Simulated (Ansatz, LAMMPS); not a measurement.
# Sc in place of Al at several sites of glassy 46SiO2-16Al2O3-16BaO-16Li2O-5Sc2O3 (mol %) (121 atoms), part 2 of 3

Aim: make Sc in place of Al at several sites of glassy 46SiO2-16Al2O3-16BaO-16Li2O-5Sc2O3 (mol %) (121 atoms), relax each, and compare their energies.

Ansatz 0.2.0; Kohn-Sham DFT, PBEsol, PAW (set soft_2), plane waves.

The cell: 17 Si, 12 Al, 6 Ba, 12 Li, 4 Sc and 70 O. The quench rate of 10 K/ps far exceeds what a furnace or splat quench reaches. The starting topology of bonds comes from the classical model. Only the Γ point is sampled, in a cell whose shortest periodic width is 12 Å. Spin–orbit coupling is left out.

So far. Step 2 (Single point at the start): The r.m.s. force at the start is 0.80 eV/Å. Step 3 (Relaxation): The relaxation converged after 18 steps, 5.48 eV below its start, with a largest force component of 0.033 eV/Å.

### Step 4. Single point at the relaxed geometry

One more single point at the end of the walk gives the fuller output and checks the residual forces.

Input file input.yaml:

```yaml
crystal:
  lattice:
    - [11.67426, 0.0, 0.0]
    - [0.0, 11.67426, 0.0]
    - [0.0, 0.0, 11.67426]
  atoms:
    - { symbol: Si, position: [0.53201, 0.63175, 0.86442] }
    - { symbol: Si, position: [0.9946, 0.09913, 0.62487] }
    - { symbol: Si, position: [0.44783, 0.44987, 0.69573] }
    - { symbol: Si, position: [0.68061, 0.64495, 0.42238] }
    - { symbol: Si, position: [0.01752, 0.7286, 0.59499] }
    - { symbol: Si, position: [0.32717, 0.99394, 0.32216] }
    [... 109 atom lines left out ...]
    - { symbol: O, position: [0.21484, 0.62598, 0.25604] }
    - { symbol: O, position: [0.98045, 0.1184, 0.17742] }
    - { symbol: O, position: [0.3971, 0.14279, 0.67287] }
    - { symbol: O, position: [0.60465, 0.98124, 0.54319] }
    - { symbol: O, position: [0.29028, 0.86254, 0.7094] }
    - { symbol: O, position: [0.00381, 0.14941, 0.95325] }
kpoints:
  mp_grid: { grid: [1, 1, 1] }
hamiltonian:
  xc: pbesol
scf:
  occupations: { method: fixed }
output:
  forces: true
  stress: true
  populations: true
  dos:
    method: { smearing: { sigma: 0.15 } }
    de: 0.1
    projected: { site_lists: { Al: [Al], Ba: [Ba], Li: [Li], O: [O], Sc: [Sc] } }
  eigenvalues: true
  write_density: true
  write_potential: true
  volumetric_format: npy
```

Run with:

```console
$ ansatz run input.yaml --threads 4 --pin off --max-ram 8192MiB --backend cpu --events-out ev --progress --plain --runs-dir out
```

Log:

```text
[...]
Crystal: 121 atoms, lattice volume = 1591.066 Å³
Basis set: ecut = 420 eV, 31103 PW (Γ), exchange–correlation on 160×160×160 points (8 copies of the dense FFT grid, shifted against one another)
Bands: 453, of which v1, the nominal top of the filled ones, is band 332 counted from 1 (331 counted from 0)
Symmetry: 1 space group operations
[...]
k-points: 1
[...]
SCF iter   1: F=—  HF=-102341.773905 eV  |F-HF|=—  |Δ(HF+E_count)|=         —  Δρ=1.16e-2  dr2=1.76e0  ethr=1.77e-3  ⟨swp⟩=4.0  Hψ=1633  notcnv=0  defer=115
[...]
SCF iter  10: F=-102341.273283 eV  HF=-102341.273282 eV  |F-HF|=1.21e-7  |Δ(HF+E_count)|=   4.44e-7  Δρ=2.05e-6  dr2=9.03e-8  ethr=1.51e-11  ⟨swp⟩=24.0  Hψ=4742  notcnv=0
SCF 1 converged in 10 iterations: F = -102341.273283 eV  dr2 = 9.03e-8
[...]
SCF converged after 10 iterations
Free energy (F): -102341.273283 eV
[...]
Internal energy: -102341.273283 eV  (E = F + TS)
E sigma→0 (E₀):  -102341.273283 eV
Fermi energy:    4.329502 eV
[...]
--- Forces (eV/Å), atoms counted from 1 ---
  atom   1  Si     0.02445080    -0.00178768    -0.00751711
  atom   2  Si    -0.00889663     0.01086496     0.00813705
  atom   3  Si    -0.00919727     0.00530061    -0.01055850
  atom   4  Si    -0.00594412     0.00906460     0.02155480
  atom   5  Si    -0.00088871    -0.00838591     0.00218889
  atom   6  Si    -0.00148047     0.00652404     0.00189646
  atom   7  Si     0.02570972     0.01904209     0.01405503
  atom   8  Si     0.01615058     0.00299194    -0.01489446
  atom   9  Si     0.00041019     0.00796767     0.01758290
  atom  10  Si     0.01107133    -0.00078530    -0.01562067
  atom  11  Si     0.01024918    -0.01154823    -0.01486837
  atom  12  Si     0.01878150     0.01116922    -0.00047948
  atom  13  Si    -0.00591864    -0.00832829     0.02820451
  atom  14  Si     0.00396223     0.02224007     0.00401433
[...]
atom 120  O     -0.00043720    -0.01088998    -0.00816435
  atom 121  O     -0.01208086    -0.01561503    -0.01932179
  max |Σ_I F_I| component: 2.38e-4 eV/Å
--- Stress (GPa, compression-positive) ---
       -0.058157       0.644676       1.262770
        0.644682      -0.798542       1.228648
        1.262773       1.228649      -0.560415
  P = ⅓ Tr σ = -0.4724 GPa (-4.724 kbar)
--- Band table (eV) ---
[...]
--- Löwdin populations: 121 sites ---
  site symbol       q [e]
     0     Si      2.3332
     1     Si      2.3639
     2     Si      2.4454
[...]
120      O      6.7986
  spilling = 0.011343 (of n_electrons = 664.000000)
```

Elapsed: 37 s, on 4 threads of Arm Neoverse V1, shared host; peak memory 2.4 GiB; 2.4 min of CPU time.

The run gave:

- free energy: -102341.2733 eV
- free energy per atom: -845.7956 eV/atom
- SCF cycles: 10
- pressure: -0.4724 GPa
- r.m.s. force component: 0.01004 eV/Å
- longest force: 0.04602 eV/Å
- Fermi energy: 4.33 eV
- gap (highest filled to lowest empty level): 3.889 eV
- spilling of the projection: 0.01134

Löwdin charges by element and coordination (they lack the spilled electrons, 0.062 e an atom on average):

```
element  coordination  atoms  mean charge (e)  spread  least    most
     Al           all     12             1.22  0.0425   1.16    1.27
     Ba           all      6             1.89  0.0191   1.86    1.92
     Li           all     12            0.805  0.0196  0.767   0.833
      O           all     70           -0.866  0.0565  -1.01  -0.771
     Sc           all      4             1.23  0.0446   1.16    1.28
     Si           all     17             1.62  0.0527   1.54    1.72
```

Density of states as counts of states in windows of 1 eV (from the Fermi level), total and the larger projections:

```
from (eV)  to (eV)  total   O p   O s  Ba p
      -18      -17   42.4   0.4  32.7   0.1
      -17      -16   43.3   0.4  34.6   0.1
      -16      -15   13.9   0.1  11.4   0.1
      -15      -12    0.0   0.0   0.0   0.0
      -12      -11    0.3   0.0   0.0   0.3
      -11      -10   35.6   1.5   0.5  33.1
      -10       -9    2.1   1.3   0.1   0.1
       -9       -8    7.6   5.0   0.5   0.1
       -8       -7    9.7   6.7   0.6   0.0
       -7       -6   19.1  13.8   0.8   0.1
       -6       -5   27.4  20.6   0.8   0.1
       -5       -4   46.7  36.0   1.7   0.2
       -4       -3   67.6  56.2   1.8   0.3
       -3       -2   83.5  74.5   1.1   0.4
       -2       -1   94.0  87.2   0.6   0.4
       -1        0   60.3  57.2   0.2   0.2
        0        1    2.1   2.0   0.0   0.0
        1        3    0.0   0.0   0.0   0.0
        3        4    1.5   0.0   0.3   0.0
        4        5   10.2   0.8   0.4   0.0
```

With fixed occupations the program's Fermi level is the highest filled level; weight inside the gap is the broadening of levels at its edges.

Between -26 and -18 eV lie 67 more states.

Not all projections were asked for or kept, so they needn't add up to the total.

The levels nearest the highest filled one (over half full), pooled over k-points and spins:

```
level less the highest filled one (eV)  occupation
                                -0.284           2
                                -0.270           2
                                -0.246           2
                                -0.179           2
                                -0.118           2
                                     0           2
                                  3.89           0
                                  4.62           0
                                  4.83           0
                                  4.84           0
                                  4.89           0
                                  4.93           0
```

Valence density in the ab plane at fractional z = 0.097, with atoms of Si and Al and Ba and Li and O within 0.2 Å of it. It is the smooth field of the valence electrons, not physical close to the nuclei.

Values in e/Å³, 13 rows by 16 columns, each cell a mean:
```
0.3 0.2 0.5 0.2 0.1 0.1 0.1 0.1 0.1 0.1 0.2 0.1 0.0 0.0 0.3 0.9
0.2 0.1 0.1 0.0 0.1 0.1 0.1 0.3 0.4 0.3 0.2 0.2 0.1 0.0 0.1 0.3
0.1 0.1 0.1 0.2 0.5 0.3 0.2 1.9 4.7 1.0 0.4 2.2 1.9 0.2 0.0 0.0
0.2 0.0 0.1 0.6 2.6 1.0 0.1 0.6 1.5 0.3 0.3 2.8 2.6 0.2 0.2 0.4
0.4 0.2 0.3 0.4 0.7 0.3 0.1 0.0 0.1 0.0 0.0 0.2 0.1 0.1 0.3 1.0
0.3 0.8 1.7 0.6 0.6 1.2 0.4 0.2 0.2 0.1 0.0 0.0 0.0 0.0 0.2 0.4
0.8 0.4 0.6 0.2 1.2 5.2 1.7 0.2 0.3 0.1 0.0 0.0 0.0 0.1 0.5 2.1
0.8 0.2 0.5 0.5 0.3 0.6 0.3 0.5 0.7 0.1 0.0 0.0 0.0 0.0 0.5 2.5
0.1 0.7 1.0 1.1 0.4 0.0 0.1 1.0 1.6 0.3 0.1 0.1 0.1 0.0 0.1 0.1
0.0 0.4 1.0 1.0 0.2 0.0 0.1 0.2 0.3 0.5 3.0 0.3 0.3 0.1 0.0 0.0
0.2 0.1 0.1 0.1 0.1 0.1 0.1 0.3 1.3 0.6 0.2 0.1 0.1 0.1 0.1 0.2
0.5 0.3 0.7 0.3 0.1 0.0 0.1 0.7 4.6 1.9 0.1 0.0 0.0 0.0 0.1 0.5
0.3 0.9 3.9 1.4 0.1 0.0 0.0 0.1 0.4 0.2 0.1 0.0 0.0 0.0 0.1 0.4
```
Columns run along a (11.7 Å), rows up along b (11.7 Å). Atoms in or near the plane, at fractional coordinates: Si at (0.48, 0.48), Si at (0.64, 0.85), Al at (0.38, 0.84), Ba at (0.17, 0.32), Li at (0.64, 0.26), O at (0.51, 0.78), O at (0.53, 0.12), O at (0.34, 0.50), O at (0.74, 0.75).

Electrostatic potential energy in the ab plane at fractional z = 0.097, with atoms of Si and Al and Ba and Li and O within 0.2 Å of it. With pseudopotentials it is smooth inside the atoms' cores, unlike the true potential.

Ten even steps from '0' (-41 eV) to '9' (11 eV), each cell a mean:
```
888988999999999999999999999999988
999999999998888999987788999999988
999889999876666899841026899999999
998888999866875776620005899999999
998888999866666510241125469999999
999899997567778611387772016999999
999999984248999987999984237999999
899999875469999999999999889999987
678998510268999999999988999999875
037876400058999999999988999999740
026644643455787667899999999999730
468877888610152002789999999999864
589999999721251001689999999999732
699887788988874224799999999999732
998743347899998766899999999999988
997410014799999744899899999999999
987310014789999977886578999999999
998632236899999999974248999989999
999876678999998889986578998778999
999999999999999886789999998878999
778999999999999940159999999999998
225888999999999941169999999999985
003631389999999997899999999999973
336731389999999999999999999999986
```
Columns run along a (11.7 Å; values clipped at the 3rd and 97th percentile), rows up along b (11.7 Å). Atoms in or near the plane, at fractional coordinates: Si at (0.48, 0.48), Si at (0.64, 0.85), Al at (0.38, 0.84), Ba at (0.17, 0.32), Li at (0.64, 0.26), O at (0.51, 0.78), O at (0.53, 0.12), O at (0.34, 0.50), O at (0.74, 0.75).

Filled and empty levels are parted by 3.89 eV (at Γ alone); a semilocal functional tends to put such gaps too low. In a disordered cell it changes from sample to sample, and tail or defect levels can set it. Mean Löwdin charges: Al +1.22, Ba +1.89, Li +0.81, O -0.87, Sc +1.23, Si +1.62 e (they miss 1.1 % of the electrons, so they add up to more than the cell's charge).

### Step 5. Sc on a site of Al, site Al18

The site has 4 bonded neighbours (O4) at 1.74 Å on average, by cutoffs that count no bonds between two metal atoms or like ions. The change is made in the relaxed cell and the atoms are relaxed again, with spin allowed.

Input file input.yaml:

```yaml
crystal:
  lattice:
    - [11.67426, 0.0, 0.0]
    - [0.0, 11.67426, 0.0]
    - [0.0, 0.0, 11.67426]
  atoms:
    [... atom lines 1 to 14 left out ...]
    - { symbol: Si, position: [0.02188, 0.05715, 0.0586] }
    - { symbol: Si, position: [0.91028, 0.90454, 0.41345] }
    - { symbol: Si, position: [0.71448, 0.26525, 0.35318] }
    - { symbol: Sc, position: [0.46917, 0.21201, 0.99608], spin: 0.6 }
    - { symbol: Al, position: [0.26696, 0.04409, 0.97265] }
    - { symbol: Al, position: [0.73567, 0.06647, 0.55437] }
    - { symbol: Al, position: [0.43024, 0.83844, 0.74642] }
    [... atom lines 22 to 121 left out ...]
magnetization:
  spin_polarized: true
kpoints:
  mp_grid: { grid: [1, 1, 1] }
hamiltonian:
  xc: pbesol
scf:
  occupations: { method: fermi_dirac, width: 0.025 }
  lower_state_search: "off"
output:
  forces: true
  eigenvalues: true
relax:
  f_tol: 0.05
  max_steps: 90
```

Log:

```text
[...]
Crystal: 121 atoms, lattice volume = 1591.066 Å³
Basis set: ecut = 420 eV, 31103 PW (Γ), exchange–correlation on 160×160×160 points (8 copies of the dense FFT grid, shifted against one another)
Bands: 459, of which v1, the nominal top of the filled ones, is band 336 counted from 1 (335 counted from 0)
Symmetry: 1 space group operations
[...]
k-points: 1
[...]
Starting moments: Σ|m| = 3 μB on 5 of 121 sites
[...]
SCF iter   1: F=—  HF=-103988.816929 eV  |F-HF|=—  |Δ(HF+E_count)|=         —  Δρ=5.20e-2 (↑4.80e-2 ↓5.20e-2)  dr2=3.79e2  dr2_m=1.16e0  M=0.253 μB ∫|m|=0.684 μB  β_m=0.30  ethr=3.10e-3  ⟨swp⟩=6.0  Hψ=3970  notcnv=0  defer=192
[...]
spin=Collinear: Kerker preconditioning applied to the charge; magnetization (m = ρ↑ − ρ↓) channel mixes plain (no charge-response kernel on spin).
SCF iter   2: F=—  HF=-103962.954180 eV  |F-HF|=—  |Δ(HF+E_count)|=    2.59e1  Δρ=3.15e-2 (↑2.83e-2 ↓3.15e-2)  dr2=1.12e2  dr2_m=6.80e-1  M=0.000 μB ∫|m|=0.340 μB  β_m=0.30  ethr=3.10e-3  ⟨swp⟩=4.0  Hψ=1779  notcnv=0  defer=216
[...]
spin=Collinear: Resta preconditioning applied to the charge; magnetization (m = ρ↑ − ρ↓) channel mixes plain (no charge-response kernel on spin).
SCF iter   3: F=—  HF=-103942.014884 eV  |F-HF|=—  |Δ(HF+E_count)|=    2.09e1  Δρ=1.85e-2 (↑1.70e-2 ↓1.85e-2)  dr2=4.90e1  dr2_m=3.54e-1  M=0.000 μB ∫|m|=0.275 μB  β_m=0.30  ethr=3.10e-3  ⟨swp⟩=3.0  Hψ=1703  notcnv=0  defer=232
SCF iter   4: F=—  HF=-103930.432315 eV  |F-HF|=—  |Δ(HF+E_count)|=    1.16e1  Δρ=1.26e-2 (↑1.26e-2 ↓1.16e-2)  dr2=1.60e1  dr2_m=1.86e-1  M=-0.000 μB ∫|m|=0.228 μB  β_m=0.30  ethr=3.10e-3  ⟨swp⟩=4.0  Hψ=2406  notcnv=0  defer=238
[...]
SCF iter   8: F=—  HF=-103925.932851 eV  |F-HF|=—  |Δ(HF+E_count)|=   9.44e-3  Δρ=1.31e-3 (↑1.22e-3 ↓1.31e-3)  dr2=4.43e-2  dr2_m=1.68e-2  M=0.000 μB ∫|m|=0.088 μB  β_m=0.30  ethr=3.79e-5  ⟨swp⟩=5.5  Hψ=1174  notcnv=0  defer=238
[...]
spin-set hold released at iteration 8 (site moments contracting): the magnetisation degrees of freedom join the quasi-Newton model from the next iteration; the mixer history was flushed
SCF iter   9: F=—  HF=-103925.937239 eV  |F-HF|=—  |Δ(HF+E_count)|=   4.39e-3  Δρ=9.65e-4 (↑9.10e-4 ↓9.65e-4)  dr2=2.58e-2  dr2_m=9.44e-3  M=0.000 μB ∫|m|=0.070 μB  β_m=0.65  ethr=6.59e-6  ⟨swp⟩=2.0  Hψ=926  notcnv=0  defer=238
[...]
SCF iter  14: F=-103925.952057 eV  HF=-103925.952052 eV  |F-HF|=4.69e-6  |Δ(HF+E_count)|=   5.28e-6  Δρ=7.94e-6 (↑7.94e-6 ↓7.06e-6)  dr2=4.43e-6  dr2_m=2.42e-7  M=0.000 μB ∫|m|=0.001 μB  ethr=4.47e-9  ⟨swp⟩=21.0  Hψ=6990  notcnv=0
WARN: the starting moments were not kept: the SCF closed with an absolute magnetisation of 6.5e-4 μB, where they sum to 3 μB in size (5 sites). That is at most 0.1 of that sum. Measured as dr2_m measures the in/out step, that magnetisation stands 5.5e-8 eV from none, [...]
SCF 1 converged in 14 iterations: F = -103925.952057 eV  dr2 = 4.43e-6
[...]
relax step   1: F+E_penalty+E_count = -103925.95205663 eV  Δ(F+E_penalty+E_count) = +0.000e0 eV  max|allowed force component| = 6.235e0 eV/Å  Δτ_max = 0.0000 Å  (14 SCF iters, dr2 threshold 6.25e-5 eV, accepted)
[... from here on, the SCF cycles and remarks between the steps are left out ...]
relax step   2: F+E_penalty+E_count = -103927.73306598 eV  Δ(F+E_penalty+E_count) = -1.781e0 eV  max|allowed force component| = 1.874e0 eV/Å  Δτ_max = 0.1303 Å  (6 SCF iters, dr2 threshold 1.00e-4 eV, accepted)
relax step   3: F+E_penalty+E_count = -103928.09815071 eV  Δ(F+E_penalty+E_count) = -3.651e-1 eV  max|allowed force component| = 6.119e-1 eV/Å  Δτ_max = 0.2000 Å  (7 SCF iters, dr2 threshold 1.00e-4 eV, accepted)
relax step   4: F+E_penalty+E_count = -103928.20912001 eV  Δ(F+E_penalty+E_count) = -1.110e-1 eV  max|allowed force component| = 6.463e-1 eV/Å  Δτ_max = 0.1668 Å  (7 SCF iters, dr2 threshold 3.38e-5 eV, accepted)
relax step   5: F+E_penalty+E_count = -103928.42044524 eV  Δ(F+E_penalty+E_count) = -2.113e-1 eV  max|allowed force component| = 3.362e-1 eV/Å  Δτ_max = 0.2000 Å  (7 SCF iters, dr2 threshold 4.45e-5 eV, accepted)
relax step   6: F+E_penalty+E_count = -103928.53093883 eV  Δ(F+E_penalty+E_count) = -1.105e-1 eV  max|allowed force component| = 3.108e-1 eV/Å  Δτ_max = 0.1951 Å  (7 SCF iters, dr2 threshold 3.06e-5 eV, accepted)
relax step   7: F+E_penalty+E_count = -103928.56241091 eV  Δ(F+E_penalty+E_count) = -3.147e-2 eV  max|allowed force component| = 4.421e-1 eV/Å  Δτ_max = 0.2000 Å  (7 SCF iters, dr2 threshold 2.61e-5 eV, accepted)
relax step   8: F+E_penalty+E_count = -103928.61111949 eV  Δ(F+E_penalty+E_count) = -4.871e-2 eV  max|allowed force component| = 8.098e-2 eV/Å  Δτ_max = 0.0870 Å  (5 SCF iters, dr2 threshold 1.00e-4 eV, accepted)
relax step   9: F+E_penalty+E_count = -103928.61754421 eV  Δ(F+E_penalty+E_count) = -6.425e-3 eV  max|allowed force component| = 7.930e-2 eV/Å  Δτ_max = 0.0167 Å  (8 SCF iters, accepted)
relax step  10: F+E_penalty+E_count = -103928.61347326 eV  Δ(F+E_penalty+E_count) = +4.071e-3 eV  max|allowed force component| = 1.523e-1 eV/Å  Δτ_max = 0.1193 Å  (10 SCF iters, rejected (line search))
relax step  11: F+E_penalty+E_count = -103928.62752245 eV  Δ(F+E_penalty+E_count) = -9.978e-3 eV  max|allowed force component| = 6.519e-2 eV/Å  Δτ_max = 0.0582 Å  (9 SCF iters, accepted)
relax step  12: F+E_penalty+E_count = -103928.61556472 eV  Δ(F+E_penalty+E_count) = +1.196e-2 eV  max|allowed force component| = 1.116e-1 eV/Å  Δτ_max = 0.1000 Å  (8 SCF iters, dr2 threshold 2.87e-6 eV, rejected (line search))
relax step  13: F+E_penalty+E_count = -103928.63133150 eV  Δ(F+E_penalty+E_count) = -3.809e-3 eV  max|allowed force component| = 5.912e-2 eV/Å  Δτ_max = 0.0491 Å  (9 SCF iters, accepted)
relax step  14: F+E_penalty+E_count = -103928.63437709 eV  Δ(F+E_penalty+E_count) = -3.046e-3 eV  max|allowed force component| = 3.883e-2 eV/Å  Δτ_max = 0.0500 Å  (9 SCF iters, accepted)
SCF converged after 9 iterations
Magnetization: 0.0000 μB (336.0000 up, 336.0000 down)
Absolute magnetization: 0.0000 μB (∫|ρ↑−ρ↓|, with the PAW one-centre terms)
[...]
Per-site moments (μB) at R_I (Å): [(-3.309864e-10, 0.669019), (1.418060e-10, 0.669533), (4.726759e-10, 0.671626), (-4.240420e-10, 0.659948), (-5.689936e-10, [...]
Free energy (F): -103928.634377 eV
[...]
Internal energy: -103928.634377 eV  (E = F + TS)
E sigma→0 (E₀):  -103928.634377 eV
Fermi energy:    6.337937 eV
[...]
Σ components = -103928.634377   (vs F -103928.634377, Δ=0.00e0)
--- Forces (eV/Å), atoms counted from 1 ---
  atom   1  Si    -0.01619088    -0.01447853    -0.00794931
  atom   2  Si    -0.00016850    -0.00051071    -0.00621683
  atom   3  Si    -0.02839051    -0.00622785    -0.01473526
  atom   4  Si    -0.00953717    -0.00063255    -0.00430745
[...]
atom 121  O      0.01681195     0.00322799    -0.00115642
  max |Σ_I F_I| component: 5.21e-5 eV/Å
--- Band table (eV) ---
[...]
--- Relaxed structure (14 steps of the walk, 12 accepted, 0 SCFs on fresh bases) ---
  F+E_penalty+E_count = -103928.63437709 eV   max|allowed force component| = 3.883e-2 eV/Å
  atoms:
    - { symbol: Si, position: [0.533645, 0.632459, 0.872749] }
    - { symbol: Si, position: [0.993720, 0.096690, 0.620826] }
    - { symbol: Si, position: [0.456175, 0.435676, 0.719198] }
    - { symbol: Si, position: [0.681567, 0.645369, 0.429617] }
[...]
- { symbol: O, position: [0.011355, 0.157951, 0.952901] }
```

Run time: 12 min. Hardware: 4 threads; peak memory 3.9 GiB; 49 min of CPU time.

The program notes that starting moments were not kept.

The relaxation converged after 14 steps, 2.68 eV below its start, with a largest force component of 0.039 eV/Å.

Local excerpt of 10 atoms (numbers count through the whole input) about the Sc atom, after relaxation; x, y, z are measured from there.

```
atom      x      y      z  distance (Å)  bonds
Sc18   0.00   0.00   0.00          0.00      5
 O62   0.85  -1.20  -1.24          1.92      4
 O75  -1.87  -0.62   0.01          1.97      4
 O99   0.54  -1.32   1.37          1.98      4
 O60   0.50   1.43   1.31          2.00      3
 O79  -0.82   1.24  -1.70          2.26      3
Li43   1.87   0.20   1.74          2.56      4
Li39   0.50  -2.67  -0.09          2.72      4
Sc48  -2.16  -0.33  -2.04          2.99      5
Li38   2.62  -0.75  -1.39          3.06      4
```

The largest move is 0.60 Å, by O79.

(Part 2 of 3 ends here.)

[Long decimals in the printed logs are rounded to 6 places.]

[Logs are printed without paths, hosts, clocks, repeated set-up lines and the standing remarks that a program may print on its own settings, such as how far it seeks lower states.]

[Hosts, paths, dates, database ids (printed as entryN), source tags and the programs' standing remarks are cut or masked in the printed files.]
